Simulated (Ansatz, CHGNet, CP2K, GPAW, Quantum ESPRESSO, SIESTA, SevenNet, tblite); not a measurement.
**Random packing of 35PbO-65B2O3 (mol %) (67 atoms) in other programs, against a plane-wave reference**

How near do other programs and methods come to a plane-wave reference for random packing of 35PbO-65B2O3 (mol %) (67 atoms)? A plane-wave run serves as the reference.

Calculated with Ansatz 0.2.0; Kohn-Sham DFT, PBE, PAW, plane waves.

## Step 1: The starting structure

The cell holds 67 atoms: 6 Pb, 39 O and 22 B. Its edges and angles: a = 9.376 Å, b = 9.376 Å, c = 9.376 Å, α = 90.0°, β = 90.0°, γ = 90.0°. 67 atoms (6 Pb, 39 O, 22 B) packed at random in a cube at 4.24 g/cm³ and pushed apart as soft spheres, cations and anions kept from their own kind; a start for melting by ab initio MD, not an equilibrated structure. Then every atom was moved at random, 0.02 Å r.m.s. a Cartesian component.

## Step 2: Plane-wave reference

The PAW files are the set soft_2.

The input, input.yaml:

```yaml
crystal:
  lattice:
    - [9.3758, 0.0, 0.0]
    - [0.0, 9.3758, 0.0]
    - [0.0, 0.0, 9.3758]
  atoms:
    - { symbol: Pb, position: [0.68853, 0.92898, 0.74023] }
    - { symbol: Pb, position: [0.42206, 0.55431, 0.58536] }
    - { symbol: Pb, position: [0.88536, 0.99197, 0.18254] }
    - { symbol: Pb, position: [0.54547, 0.56541, 0.84829] }
    [... 57 atom lines left out ...]
    - { symbol: B, position: [0.8462, 0.65828, 0.73314] }
    - { symbol: B, position: [0.22575, 0.01055, 0.7873] }
    - { symbol: B, position: [0.68834, 0.23062, 0.05264] }
    - { symbol: B, position: [0.13964, 0.99314, 0.2887] }
    - { symbol: B, position: [0.86868, 0.0578, 0.45433] }
    - { symbol: B, position: [0.74629, 0.71985, 0.09442] }
kpoints:
  mp_grid: { grid: [1, 1, 1] }
hamiltonian:
  xc: pbe
scf:
  occupations: { method: fermi_dirac, width: 0.05 }
output:
  forces: true
  eigenvalues: true
  populations: true
  stress: true
```

Launch:

```console
ansatz run input.yaml --threads 8 --pin off --max-ram 15872MiB --backend cpu --events-out ev --progress --plain --runs-dir out
```

Numbers of over 12 decimals in the logs are rounded to 6 here.

The program printed:

```text
[...]
Pseudopotentials: kind: paw
Pseudopotential: Pb, paw, valence charge 14, recommended cutoff 420 eV (normal), Pb.paw.azcp
Pseudopotential: O, paw, valence charge 6, recommended cutoff 420 eV (normal), O.paw.azcp
Pseudopotential: B, paw, valence charge 3, recommended cutoff 420 eV (normal), B.paw.azcp
[... 5 lines on functional and potentials left out ...]
Crystal: 67 atoms, lattice volume = 824.186 Å³
Basis set: ecut = 420 eV, 16135 PW (Γ), exchange–correlation on 128×128×128 points (8 copies of the dense FFT grid, shifted against one another)
Bands: 259, of which v1, the nominal top of the filled ones, is band 192 counted from 1 (191 counted from 0)
Symmetry: 1 space group operations
Space group: P1 (ITA 1), of the structure as read, at distance tolerance 9.4e-5 Å
k-points: 1
[... 7 lines on functional and potentials left out ...]
Initial density: superposition of atomic densities (neutral atoms: chi_scale 0, normalization atom), corrected by the library's trained network
Initial wavefunctions: pseudopotential atomic-orbital guess
[...]
SCF iter   1: F=—  HF=-96853.189850 eV  |F-HF|=—  |Δ(HF+E_count)|=         —  Δρ=2.14e-2  dr2=5.80e0  ethr=1.77e-3  ⟨swp⟩=7.0  Hψ=1108  notcnv=0  defer=9
preconditioner: auto → LDOS  [metal: Δε(μ)=0.053 eV  Ē_g=11.472 eV  σ=0.050 eV  W_gap=0.26  n_scr=178 (ndim 8)  ℏωp=25.3 eV  f_vac=0.019  D(μ)=36.89/eV (n_scr^D=340)  β→1.0]
[...]
SCF iter  14: F=—  HF=-96852.863289 eV  |F-HF|=—  |Δ(HF+E_count)|=   2.65e-9  Δρ=5.56e-6  dr2=2.73e-7  ethr=1.59e-10  ⟨swp⟩=1.0  Hψ=219  notcnv=0  defer=40
SCF iter  15: F=-96852.863289 eV  HF=-96852.863289 eV  |F-HF|=6.44e-8  |Δ(HF+E_count)|=   1.09e-9  Δρ=3.17e-6  dr2=8.25e-8  ethr=2.60e-11  ⟨swp⟩=10.0  Hψ=1277  notcnv=0
SCF 1 converged in 15 iterations: F = -96852.863289 eV  dr2 = 8.25e-8
[...]
SCF converged after 15 iterations
Free energy (F): -96852.863289 eV
Harris-Foulkes:  -96852.863289 eV  (|F-HF|=6.44e-8)
Internal energy: -96852.467137 eV  (E = F + TS)
E sigma→0 (E₀):  -96852.665213 eV
Entropy (-TS):   -0.396152 eV (-5.913 meV/atom)
Fermi energy:    4.889490 eV
--- Per-component energies (eV) ---
[...]
Σ components = -96852.863289   (vs F -96852.863289, Δ=0.00e0)
--- Forces (eV/Å), atoms counted from 1 ---
  atom   1  Pb    -3.38141905    -2.30270957     0.03220983
  atom   2  Pb    -0.79588340     0.61699633    -5.09406061
  atom   3  Pb     2.77337885     0.96027934    -1.21512040
  atom   4  Pb     0.93464587    -0.15947080     1.15592506
[...]
atom  67  B     -0.27448274     1.06710009    -3.74099368
  max |Σ_I F_I| component: 2.61e-5 eV/Å
--- Stress (GPa, compression-positive) ---
      -15.637980      -0.138322       0.950960
       -0.138323     -16.000444       0.070650
        0.950959       0.070648     -14.326189
  P = ⅓ Tr σ = -15.3215 GPa (-153.215 kbar)
--- Band table (eV) ---
  k-point 0: bands = ["-17.2830", "-16.2826", "-15.8745", "-15.8059", [... 243 levels ...], "9.9432", "10.1336", "10.1980", "10.2221", "10.4466", "10.4839", "10.5715", "10.6579", "10.7546", "10.8159", "10.9691", "11.0541"]
--- Löwdin populations: 67 sites ---
  site symbol       q [e]
     0     Pb     12.8952
     1     Pb     12.7146
     2     Pb     12.7561
[...]
66      B      2.4589
  spilling = 0.005176 (of n_electrons = 384.000000)
```

Run time: 4.6 s. Hardware: 8 threads of Arm Neoverse V2, shared host; peak memory 0.99 GiB; 30 s of CPU time.

Read from the output:

| Quantity | Value |
| --- | --- |
| free energy | -96852.8633 eV |
| free energy per atom | -1445.5651 eV/atom |
| SCF cycles | 15 |
| pressure | -15.32 GPa |
| r.m.s. force component | 2.566 eV/Å |
| longest force | 7.496 eV/Å |
| Fermi energy | 4.889 eV |
| levels partly filled by over 2 per cent | 9 |
| spilling of the projection | 0.005176 |

Length of the force by element:

```csv
element,coordination,atoms,mean length of the force (eV/Å),spread,least,most
B,all,22,4.13,1.51,1.57,7.21
O,all,39,4.24,1.84,0.713,7.50
Pb,all,6,2.99,1.32,1.50,5.19
```

Löwdin charges by element (they lack the spilled electrons, 0.030 e an atom on average):

```csv
element,coordination,atoms,mean charge (e),spread,least,most
B,all,22,0.401,0.09,0.203,0.541
O,all,39,-0.354,0.0752,-0.633,-0.201
Pb,all,6,1.16,0.116,0.978,1.29
```

The levels nearest the highest filled one (over half full), pooled over k-points and spins:

```csv
level less the highest filled one (eV),occupation
-0.258,1.99
-0.188,1.97
-0.107,1.84
-0.0923,1.79
-0.038,1.49
0,1.15
0.0175,0.979
0.0913,0.36
0.112,0.253
0.161,0.102
0.208,0.042
0.222,0.032
```

The run ends at a pressure of -15.32 GPa, with forces up to 7.5 eV/Å.

## Step 3: Structure statistics

Density 4.24 g/cm³, 12.30 Å³ an atom.

Pair distribution functions g(r), in bins of 0.2 Å:

```csv
r (Å),total,O-O,O-B,O-Pb,B-B,B-Pb,Pb-Pb
1.40,0.48,0.00,1.25,0.00,0.00,0.00,0.00
1.60,0.59,0.00,1.55,0.00,0.00,0.00,0.00
1.80,0.45,0.00,1.17,0.00,0.00,0.00,0.00
2.00,0.60,0.00,1.14,1.65,0.00,0.00,0.00
2.20,1.52,1.28,1.76,2.36,1.63,0.00,0.00
2.40,1.15,1.30,1.12,1.23,1.46,0.00,0.00
2.60,1.45,1.78,1.02,1.46,1.21,2.97,0.00
2.80,1.10,1.36,1.03,1.26,0.70,0.33,2.46
3.00,0.91,0.95,0.77,1.56,0.75,0.86,0.00
3.20,0.89,0.77,0.85,0.69,0.79,2.19,1.75
3.40,1.10,1.08,0.99,0.98,1.63,1.31,0.00
3.60,0.88,0.93,0.85,0.75,1.17,0.58,0.00
3.80,0.98,0.95,1.03,0.76,0.74,1.40,2.53
4.00,1.01,0.89,1.30,0.71,0.58,1.08,1.12
4.20,0.94,1.00,0.97,0.88,0.78,0.86,0.00
4.40,0.89,0.80,0.83,1.29,1.06,0.89,0.00
4.60,1.14,1.06,1.10,1.06,1.40,1.27,1.76
```

## Step 4: The other programs

The programs:
- CHGNet: machine-learned potential, published weights.
- CP2K 2026.2: Gaussian basis with GTH pseudopotentials and a plane-wave density; labels give functional, basis (MOLOPT sets; SR short-range, UZH the newer set with its own potentials), grid cutoff/relative cutoff and solver (OT: orbital transformation; TRS4, TC2, SIGN: linear-scaling purification with its sparsity filter), or its built-in tight binding.
- GPAW 26.7.0: PAW with atomic orbitals (LCAO), plane waves or a real-space grid of spacing h.
- Quantum ESPRESSO 7.5: plane waves; labels (QE) give functional, pseudopotential set and cutoffs of waves/density.
- SIESTA 5.4.2: numerical atomic orbitals, whose automatically made sets are far from complete, with PseudoDojo norm-conserving potentials that we converted to its format (checked against plane waves on the same files for H, C, O, Si, Ge and Ca alone); labels give functional, basis size, energy shift and mesh cutoff.
- SevenNet: machine-learned potential, published weights.
- tblite 0.8.0: extended tight binding, driven from Python.

All use the same cell and atoms; the electronic-structure runs use the same k-mesh, and an electronic temperature of 580 K (0.05 eV) where levels are smeared.

Differences are against the plane-wave reference, forces as r.m.s. over components; share is that over the reference's r.m.s. force, slope the least-squares factor from reference forces to these. Total energies of different programs have different zeros and aren't compared.

```csv
run,"Δ force, r.m.s. (meV/Å)",share (%),slope,Δ pressure (GPa),cores,CPU time,memory (GiB)
reference,-,-,-,-,8,30 s,0.99
CHGNet r2SCAN potential,894,34.9,1.071,-3.32,1,3.2 s,1.2
"CP2K PBE+D3(BJ), DZVP-MOLOPT-SR, 600/50 Ry, diagonalisation",147,5.72,0.978,0.485,4,10 min,3.2
"CP2K PBE, DZVP-MOLOPT-SR, 600/30 Ry, diagonalisation (coarse)",85.5,3.33,0.995,0.985,4,7 min,3.2
"CP2K PBE, DZVP-MOLOPT-SR, 600/50 Ry, diagonalisation",85.6,3.34,0.995,0.925,4,10 min,3.1
"CP2K PBE, SZV-MOLOPT-SR, 600/50 Ry, diagonalisation (coarse)",890,34.7,0.837,10.5,2,5.9 min,2.1
"GPAW PBE, LCAO dzp, h 0.18 Å",197,7.67,0.973,-,1,4.1 min,1.1
"GPAW PBE, LCAO dzp, h 0.25 Å (coarse)",882,34.4,1.003,-,1,1.8 min,0.48
"GPAW PBE, LCAO sz(dzp), h 0.18 Å (coarse)",1188,46.3,0.736,-,1,84 s,0.81
"GPAW PBE, grid h 0.2 Å",43.1,1.68,0.996,-,2,7.3 min,1.5
"QE PBE, gbrv-1.5, 40/200 Ry",14.7,0.572,1.001,-0.0695,2,7.4 min,0.8
"QE PBE, sssp-1.3.0-efficiency, 60/480 Ry",39.6,1.54,1.005,-0.0545,4,19 min,2.2
"SIESTA BLYP, PBE potentials, DZP, shift 0.01 Ry, mesh 500 Ry",253,9.86,1.000,5.54,2,9.3 min,1.7
"SIESTA PBE, DZ, shift 0.01 Ry, mesh 500 Ry (coarse)",527,20.6,0.904,1.98,2,4.4 min,1.1
"SIESTA PBE, DZP, shift 0.01 Ry, mesh 500 Ry",210,8.20,0.985,0.588,2,9.5 min,1.7
"SIESTA PBE, SZ, shift 0.01 Ry, mesh 500 Ry (coarse)",1263,49.2,0.733,7.44,1,2.8 min,0.72
"SIESTA PBE, SZP, shift 0.01 Ry, mesh 500 Ry (coarse)",634,24.7,0.884,2.55,2,7.5 min,1.5
SevenNet 0 potential,580,22.6,1.021,-1.82,1,6.5 s,0.86
SevenNet l3i5 potential,522,20.3,0.917,-0.706,1,8.2 s,1.4
tblite GFN2-xTB,542,21.1,1.083,-7.48,1,4.2 s,0.1
tblite IPEA1-xTB,1196,46.6,1.344,-33.7,1,3.5 s,0.11
```

Rows marked coarse were listed beforehand as settings not expected to be converged; some can still land near the reference.

Times of the machine-learned potentials are mostly Python's start and the loading of weights.

CPU time is summed over cores on a shared host, where runs went side by side, so it is rough. Symmetry, cutoffs, thresholds, outputs and thread counts weren't matched or tuned between programs; memory under MPI is the largest rank's times the ranks.

Runs without a result: CP2K GFN1-xTB, diagonalisation (not converged).

Mean charges by element (e), by run and scheme:

```csv
run,scheme,Pb,O,B
reference,Löwdin,+1.16,-0.35,+0.40
"CP2K PBE+D3(BJ), DZVP-MOLOPT-SR, 600/50 Ry, diagonalisation",Mulliken,+1.04,-0.31,+0.27
"CP2K PBE, DZVP-MOLOPT-SR, 600/50 Ry, diagonalisation",Mulliken,+1.04,-0.31,+0.27
"SIESTA BLYP, PBE potentials, DZP, shift 0.01 Ry, mesh 500 Ry",Hirshfeld,+0.41,-0.17,+0.19
"SIESTA PBE, DZP, shift 0.01 Ry, mesh 500 Ry",Hirshfeld,+0.39,-0.16,+0.18
tblite GFN2-xTB,Mulliken,+0.55,-0.39,+0.54
tblite IPEA1-xTB,Mulliken,+0.77,-0.25,+0.24
```

The reference's Löwdin charges lack the electrons that the projection spills, 0.030 e an atom on average.

Within one program, basis, potentials and functional, energies share a zero. Each run against its twin at the usual cutoff or grid and solver:

```csv
run,twin,Δ energy (meV/atom),"Δ force, r.m.s. (meV/Å)",CPU time over the twin's
"CP2K PBE, DZVP-MOLOPT-SR, 600/30 Ry, diagonalisation","DZVP-MOLOPT-SR, 600/50 Ry, diagonalisation",-0.700,4.63,0.69
"GPAW PBE, LCAO dzp, h 0.25 Å","LCAO dzp, h 0.18 Å",458,868,0.43
```

## Step 5: Summary of results

```
reference r.m.s. force component                       : 2.57 eV/Å
nearest in forces                                      : QE PBE, gbrv-1.5, 40/200 Ry, 0.57 %
farthest in forces                                     : SIESTA PBE, SZ, shift 0.01 Ry, mesh 500 Ry (coarse), 49 %
cheapest electronic-structure run beside the reference : tblite IPEA1-xTB, 3.5 s of CPU time
```

PBE on plane waves or a grid with other potentials, cutoffs or grids, coarse settings apart, differs from the reference by 0.57 % (QE PBE, gbrv-1.5, 40/200 Ry) to 1.7 % (GPAW PBE, grid h 0.2 Å) of the r.m.s. force; this holds the reference's own error, so differences of a few per cent don't tell which side is nearer the exact PBE result (QE's 40 Ry are 544 eV, against the reference's 420 eV). The PBE runs in local orbitals, coarse settings apart, differ by 3.3 % (CP2K PBE, DZVP-MOLOPT-SR, 600/50 Ry, diagonalisation) to 8.2 % (SIESTA PBE, DZP, shift 0.01 Ry, mesh 500 Ry); basis, grid and potentials can all enter. Tight binding differs by 21 % (tblite GFN2-xTB) to 47 % (tblite IPEA1-xTB); it is another model, with fitted parameters of its own, and the xTB methods hold dispersion. Machine-learned potentials differ by 20 % (SevenNet l3i5 potential) to 35 % (CHGNet r2SCAN potential); they were trained on other programs' data, some at another functional. Rows with another functional or a dispersion term differ by 5.7 % (CP2K PBE+D3(BJ), DZVP-MOLOPT-SR, 600/50 Ry, diagonalisation) to 9.9 % (SIESTA BLYP, PBE potentials, DZP, shift 0.01 Ry, mesh 500 Ry), which mixes the change of model with differences of basis and potentials, some of them made for another functional. IPEA1-xTB was fitted to ionisation energies and electron affinities, not to forces or charges. Runs with settings chosen to be coarse differ by 3.3 % (CP2K PBE, DZVP-MOLOPT-SR, 600/30 Ry, diagonalisation) to 49 % (SIESTA PBE, SZ, shift 0.01 Ry, mesh 500 Ry), their programs' other errors included. Of the electronic-structure runs that take under half the reference's CPU time, tblite GFN2-xTB comes nearest, at 21 % in 4.2 s against 30 s; its pressure misses by -7.5 GPa. SIESTA PBE, SZP, shift 0.01 Ry, mesh 500 Ry softens the forces by a factor of 0.88 while following their directions (correlation 0.971). In pressure, CP2K PBE, SZV-MOLOPT-SR, 600/50 Ry, diagonalisation misses by +10.5 GPa, at the same functional. Charges hang on model, scheme and program or settings: among these rows the mean for Pb runs from +0.39 to +1.16 e. In the reference: 9 levels are partly filled, by over 2 % (at Γ alone): at this level the cell shows no clear gap. Levels of broken or missing bonds inside a gap of the host would look the same. In the reference: mean Löwdin charges: B +0.40, O -0.35, Pb +1.16 e (they miss 0.52 % of the electrons, so they add up to more than the cell's charge). Periodic xTB results under one method name differ between programs and library versions. The potentials hold different valence shells: 384 electrons in the reference, 324 in CP2K with SZV-MOLOPT-SR; this bears on time and differences. Machine-learned potentials mimic data converged in k, so the reference's own k-point error enters their differences. The reference's pressure of -15 GPa belongs to a cell and atoms that aren't relaxed at this level. The electronic-structure runs sample only Γ, in a cell whose shortest periodic width is 9 Å, which is coarse for a cell with partly filled levels. Spin–orbit coupling is left out, which matters for the levels of the heavy elements.

[Also dropped from logs without a mark: logging warnings of Python, and SIESTA's first energy breakdown and zero terms.]

[Logs are printed without paths, hosts, clocks, repeated set-up lines and the standing remarks that a program may print on its own settings, such as how far it seeks lower states.]

[Hosts, paths, dates, database ids (printed as entryN), source tags and the programs' standing remarks are cut or masked in the printed files.]
